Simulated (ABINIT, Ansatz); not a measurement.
# MgO2 (R-3m): G0W0 with ABINIT, start to end

How does a plane-wave GW calculation on MgO2 (R-3m) run from the first input to the gap?

Main program and level: ABINIT 10.8.3; LDA and many-body steps on it, plane waves.

The raw output is cut from this account; settings, times and results stay.

## 1. Set-up

It takes space group R-3m (No. 166, trigonal). Conventional cell: a = 3.210 Å, b = 3.210 Å, c = 10.482 Å, α = 90.00°, β = 90.00°, γ = 120.00°. Mg has 6 O at 2.11 Å nearest. Nearest to O lie 1 O at 1.49 Å and 3 Mg at 2.11 Å. Farther neighbours, and contacts between anions beyond the nearest, are not listed.

The cell and positions are those that the Materials Project relaxed with its own functionals (PBE, PBE+U or r2SCAN), kept fixed.

## 2. Ground state

This step: ABINIT 10.8.3; DFT, LDA, plane waves, norm-conserving pseudopotentials.

The ground-state density comes first.

run.abi

```
acell 3*1.0 Angstrom
rprim 
  1.604761016024 0.926509204586 3.493978874900
  -1.604761016024 0.926509204586 3.493978874900
  0.000000000000 -1.853018409173 3.493978874900
ntypat 2
znucl 12 8
natom 3
typat 1 2 2
xred 
  0.000000000000 0.000000000000 0.000000000000
  0.428786000000 0.428786000000 0.428786000000
  0.571214000000 0.571214000000 0.571214000000
pp_dirpath "pseudos"
pseudos "Mg.upf, O.upf"
ecut 38
ngkpt 8 8 8
nshiftk 1
shiftk 0 0 0
kptopt 1
chksymbreak 0
nband 16
occopt 1
tolvrs 1e-10
nstep 60
prtwf 0
optforces 0
optstress 0
indata_prefix "in"
outdata_prefix "out"
tmpdata_prefix "tmp"
```

Started as:

```
$ OMP_NUM_THREADS=1 mpirun -n 4 abinit run.abi > log
```

It took 38 s on 4 MPI ranks of Intel Xeon Platinum 8223CL at 3.00GHz (Skylake/Cascade Lake), shared host; peak memory 0.4 GiB; 2.5 min of CPU time.

This step gave:

- total energy: -2512.0969 eV
- gap: 2.137 eV
- k of the valence top: 0.5, 0.5, 0.5
- k of the conduction bottom: 0.5, 0.5, 0.5
- least direct gap: 2.137 eV

The gap is direct, at (0.500, 0.500, 0.500).

## 3. Bands along the symmetry lines

The cheap functional maps the bands first; the places of the edges decide which points the dearer methods must see.

run.abi

```
acell 3*1.0 Angstrom
rprim 
  1.604761016024 0.926509204586 3.493978874900
  -1.604761016024 0.926509204586 3.493978874900
  0.000000000000 -1.853018409173 3.493978874900
ntypat 2
znucl 12 8
natom 3
typat 1 2 2
xred 
  0.000000000000 0.000000000000 0.000000000000
  0.428786000000 0.428786000000 0.428786000000
  0.571214000000 0.571214000000 0.571214000000
pp_dirpath "pseudos"
pseudos "Mg.upf, O.upf"
ecut 38
iscf -2
irdden 1
kptopt 0
nkpt 59
kpt 
  0.00000000 0.00000000 0.00000000
  0.06250000 0.06250000 0.06250000
  0.12500000 0.12500000 0.12500000
  0.18750000 0.18750000 0.18750000
  0.25000000 0.25000000 0.25000000
  0.31250000 0.31250000 0.31250000
  0.37500000 0.37500000 0.37500000
  0.43750000 0.43750000 0.43750000
  0.50000000 0.50000000 0.50000000
  0.53580694 0.46419306 0.50000000
  0.57161387 0.42838613 0.50000000
  0.60742081 0.39257919 0.50000000
  0.64322775 0.35677225 0.50000000
  0.67903468 0.32096532 0.50000000
  0.71484162 0.28515838 0.50000000
  0.75064855 0.24935145 0.50000000
  0.78645549 0.21354451 0.50000000
  0.50000000 -0.21354451 0.21354451
  0.50000000 -0.18685145 0.18685145
  0.50000000 -0.16015838 0.16015838
  0.50000000 -0.13346532 0.13346532
  0.50000000 -0.10677225 0.10677225
  0.50000000 -0.08007919 0.08007919
  0.50000000 -0.05338613 0.05338613
  0.50000000 -0.02669306 0.02669306
  0.50000000 0.00000000 0.00000000
  0.43750000 0.00000000 0.00000000
  0.37500000 0.00000000 0.00000000
  0.31250000 0.00000000 0.00000000
  0.25000000 0.00000000 0.00000000
  0.18750000 0.00000000 0.00000000
  0.12500000 0.00000000 0.00000000
  0.06250000 0.00000000 0.00000000
  0.00000000 0.00000000 0.00000000
  0.04459653 -0.04459653 0.00000000
  0.08919307 -0.08919307 0.00000000
  0.13378960 -0.13378960 0.00000000
  0.17838613 -0.17838613 0.00000000
  0.22298266 -0.22298266 0.00000000
  0.26757919 -0.26757919 0.00000000
  0.31217573 -0.31217573 0.00000000
  0.35677226 -0.35677226 -0.00000000
  0.64322774 0.00000000 0.35677226
  0.62532427 0.00000000 0.37467573
  0.60742081 0.00000000 0.39257919
  0.58951734 0.00000000 0.41048266
  0.57161387 0.00000000 0.42838613
  0.55371040 0.00000000 0.44628960
  0.53580693 0.00000000 0.46419307
  0.51790347 0.00000000 0.48209653
  0.50000000 0.00000000 0.50000000
  0.43750000 0.00000000 0.43750000
  0.37500000 0.00000000 0.37500000
  0.31250000 0.00000000 0.31250000
  0.25000000 0.00000000 0.25000000
  0.18750000 0.00000000 0.18750000
  0.12500000 0.00000000 0.12500000
  0.06250000 0.00000000 0.06250000
  0.00000000 0.00000000 0.00000000
istwfk *1
nband 18
nbdbuf 2
tolwfr 1e-08
nstep 40
prtwf 0
prtvol 0
indata_prefix "in"
outdata_prefix "out"
tmpdata_prefix "tmp"
```

The job ended after 18 s (4 MPI ranks; peak memory 0.34 GiB; 72 s of CPU time).

Numbers from this step:

| Quantity | Value |
| --- | --- |
| gap | 2.137 eV |
| k of the valence top | 0.5, 0.5, 0.5 |
| k of the conduction bottom | 0.5, 0.5, 0.5 |
| least direct gap | 2.137 eV |

The gap is 2.137 eV, as in the run before at this level.

The electronic bands at the labelled points (eV, zero at the top of the highest filled band):

| point | band 8 | band 9 | band 10 | band 11 | band 12 | band 13 | band 14 | band 15 |
| --- | --- | --- | --- | --- | --- | --- | --- | --- |
| Γ | -3.32 | -3.32 | -0.80 | -0.80 | 4.39 | 4.61 | 11.83 | 13.66 |
| halfway | -3.60 | -3.60 | -0.37 | -0.37 | 2.97 | 5.45 | 9.33 | 14.00 |
| T | -3.83 | -3.83 | 0.00 | 0.00 | 2.14 | 4.73 | 9.13 | 13.89 |
| halfway | -4.46 | -4.14 | -1.23 | -0.20 | 2.87 | 6.70 | 9.92 | 11.22 |
| H2 | -5.09 | -4.70 | -2.09 | -0.69 | 3.65 | 9.55 | 9.82 | 12.25 |
| jump to H0 | -5.09 | -4.70 | -2.09 | -0.69 | 3.65 | 9.55 | 9.82 | 12.25 |
| halfway | -5.80 | -4.15 | -1.69 | -1.01 | 3.93 | 9.47 | 9.78 | 12.70 |
| L | -6.08 | -3.65 | -1.27 | -1.13 | 3.97 | 8.38 | 9.92 | 12.30 |
| halfway | -4.69 | -3.49 | -1.08 | -1.04 | 4.36 | 6.42 | 11.49 | 12.10 |
| Γ | -3.32 | -3.32 | -0.80 | -0.80 | 4.39 | 4.61 | 11.83 | 13.66 |
| halfway | -4.73 | -3.84 | -1.42 | -1.07 | 4.43 | 7.09 | 11.11 | 13.44 |
| S0 | -5.09 | -4.98 | -1.84 | -0.89 | 3.73 | 9.30 | 10.44 | 12.19 |
| jump to S2 | -5.09 | -4.98 | -1.84 | -0.89 | 3.73 | 9.30 | 10.44 | 12.19 |
| halfway | -5.29 | -4.64 | -2.08 | -0.37 | 3.46 | 8.19 | 10.63 | 12.11 |
| F | -5.40 | -4.33 | -2.19 | -0.12 | 3.33 | 7.56 | 10.72 | 12.09 |
| halfway | -4.38 | -3.89 | -1.56 | -0.41 | 3.89 | 6.69 | 10.92 | 11.51 |
| Γ | -3.32 | -3.32 | -0.80 | -0.80 | 4.39 | 4.61 | 11.83 | 13.66 |

## 4. Empty states on the mesh, 4×4×4 mesh, 43 bands

The sums over transitions need many empty states on a uniform mesh; this step solves for them.

run.abi

```
acell 3*1.0 Angstrom
rprim 
  1.604761016024 0.926509204586 3.493978874900
  -1.604761016024 0.926509204586 3.493978874900
  0.000000000000 -1.853018409173 3.493978874900
ntypat 2
znucl 12 8
natom 3
typat 1 2 2
xred 
  0.000000000000 0.000000000000 0.000000000000
  0.428786000000 0.428786000000 0.428786000000
  0.571214000000 0.571214000000 0.571214000000
pp_dirpath "pseudos"
pseudos "Mg.upf, O.upf"
ecut 38
ngkpt 4 4 4
nshiftk 1
shiftk 0 0 0
kptopt 1
chksymbreak 0
iscf -2
irdden 1
istwfk *1
nband 43
nbdbuf 4
tolwfr 1e-09
nstep 60
prtvol 0
indata_prefix "in"
outdata_prefix "out"
tmpdata_prefix "tmp"
```

Run time: 13 s. Hardware: 4 MPI ranks; peak memory 0.32 GiB.

Read from the output:

* gap: 2.137 eV
* k of the valence top: 0.5, 0.5, 0.5
* k of the conduction bottom: 0.5, 0.5, 0.5
* least direct gap: 2.137 eV
* k points computed: 13
* lowest point of the top converged band, above the valence top: 46.09 eV

On this mesh the gap is 2.137 eV.

## 5. Screening, 4×4×4 mesh, 39 bands, screening to 119.7 eV

The RPA dielectric matrix is built and inverted for each q.

This step: RPA screening on LDA, plane waves, norm-conserving pseudopotentials.

Changes to run.abi since step 4:

```diff
@@ -21,10 +21,11 @@
 chksymbreak 0
-iscf -2
-irdden 1
 istwfk *1
-nband 43
-nbdbuf 4
-tolwfr 1e-09
-nstep 60
-prtvol 0
+occopt 1
+irdwfk 1
+optdriver 3
+nband 39
+ecuteps 4.4
+inclvkb 2
+awtr 1
+symchi 1
 indata_prefix "in"
```

It took 25 s on 4 MPI ranks; peak memory 0.63 GiB; 98 s of CPU time.

This step gave:

```
ε∞ with local fields, on this mesh    : 3.532
ε∞ without local fields, on this mesh : 3.863
plasma frequency                      : 31.20 eV
plane waves in the screening matrix   : 97
```

Local fields lower ε∞ by 9 %. On a Γ-centred mesh this coarse the value itself is usually too large, while a short band sum pulls it down.

## 6. Self-energy, 4×4×4 mesh, 39 bands, screening to 119.7 eV

The self-energy is evaluated for the states that the input lists, and the quasiparticle equation is solved.

This step: G0W0 on LDA, plane waves, norm-conserving pseudopotentials.

Changes to run.abi since step 5:

```diff
@@ -24,8 +24,17 @@
 irdwfk 1
-optdriver 3
+optdriver 4
 nband 39
+gwcalctyp 0
+ecutsigx 38
+symsigma 1
+nkptgw 2
+kptgw 
+  0.5000000000 0.5000000000 0.5000000000
+  0.0000000000 0.0000000000 0.0000000000
+bdgw 
+  10 13
+  10 13
 ecuteps 4.4
-inclvkb 2
-awtr 1
-symchi 1
+irdscr 1
+ppmodel 1
 indata_prefix "in"
```

Wall time 4.8 s (4 MPI ranks); peak memory 0.71 GiB; 18 s of CPU time.

Numbers from this step:

* G0W0 gap on the mesh: 5.047 eV
* starting gap on the mesh: 2.137 eV
* k of the valence top: 0.5, 0.5, 0.5
* k of the conduction bottom: 0.5, 0.5, 0.5
* Z at the valence top: 0.792
* Z at the conduction bottom: 0.809
* least direct G0W0 gap on the computed points: 5.047 eV

The gap on the mesh goes from 2.14 eV to 5.05 eV, a correction of +2.91 eV.

Limits: finite bands, cutoff and mesh; coarse k mesh. v1 is the top filled band, c1 the lowest empty one. Levels before and after the correction, in eV, zero at the valence-band top of each column:

|  | conduction bottom | valence top |
| --- | --- | --- |
| Kohn-Sham | 2.14 | 0.00 |
| G0W0 | 5.05 | 0.00 |

|  | level | energy (eV) |
| --- | --- | --- |
| Kohn-Sham | (0.5 0.5 0.5) v2-v1 | 0.000 |
| Kohn-Sham | (0.5 0.5 0.5) c1 | 2.137 |
| Kohn-Sham | (0.5 0.5 0.5) c2 | 4.732 |
| G0W0 | (0.5 0.5 0.5) v2-v1 | 0.000 |
| G0W0 | (0.5 0.5 0.5) c1 | 5.047 |
| G0W0 | (0.5 0.5 0.5) c2 | 6.978 |

## 7. Where the time went

Times are wall times on 4 MPI ranks of Intel Xeon Platinum 8223CL at 3.00GHz (Skylake/Cascade Lake), shared host, good to a factor of about two.

| step | time | share | memory (GiB) |
| --- | --- | --- | --- |
| ground state | 38 s | 39 % | 0.4 |
| bands along the symmetry lines | 18 s | 18 % | 0.34 |
| empty states on the mesh | 13 s | 13 % | 0.32 |
| screening | 25 s | 25 % | 0.63 |
| self-energy | 4.8 s | 5 % | 0.71 |

## 8. Results

- LDA gap: 2.14 eV, direct
- G0W0 gap on the mesh: 5.05 eV
- GW settings: 4×4×4 mesh, 39 bands, screening to 119.7 eV, Godby-Needs plasmon pole
- known limits: short of the basis limit; coarse k mesh

What this shows: G0W0 moves the gap on the mesh from 2.14 eV to 5.05 eV (+2.91 eV), with Z of 0.79 and 0.81 at the edges. Local fields lower the RPA ε∞ on this mesh from 3.86 to 3.53; a Γ-centred mesh this coarse tends to raise both, most where the direct gap is narrow, while a short band sum lowers them. The dearest step here is «ground state». Bands and cutoff are finite, so the gap stands short of the basis limit, usually by up to a few tenths of an eV; the mesh is an error of its own. The 4×4×4 mesh is coarse for this cell, which bears on the long-range parts of exchange and screening.

[Long decimals in the printed logs are rounded to 6 places.]

[Logs are printed without paths, hosts, clocks, repeated set-up lines and the standing remarks that a program may print on its own settings, such as how far it seeks lower states.]

[Paths, hosts, dates, memory and timing lines, banners, echoed tables and standing remarks are left out of the program output; an Ansatz launch command may be rebuilt from the run's recorded settings. Measured values are a selection of at most five: reports struck by readers or far from the other reports are left out. None is set beside runs whose start may be inverted or whose files or cutoffs have a known fault.]

[Runs of the session that timed out or met a known fault of the program may be left out.]

[Hosts, paths, dates, database ids (printed as entryN), source tags and the programs' standing remarks are cut or masked in the printed files.]

[G0W0 gaps are taken among the corrected bands and points alone; a level outside them can change the order at an edge.]

[Where Ansatz stands beside ABINIT at settings called matched, ABINIT's density can come from a denser mesh and the files from another edition; pairs whose starting gaps differed by over 0.03 eV were left out, so agreement reads better than it is.]
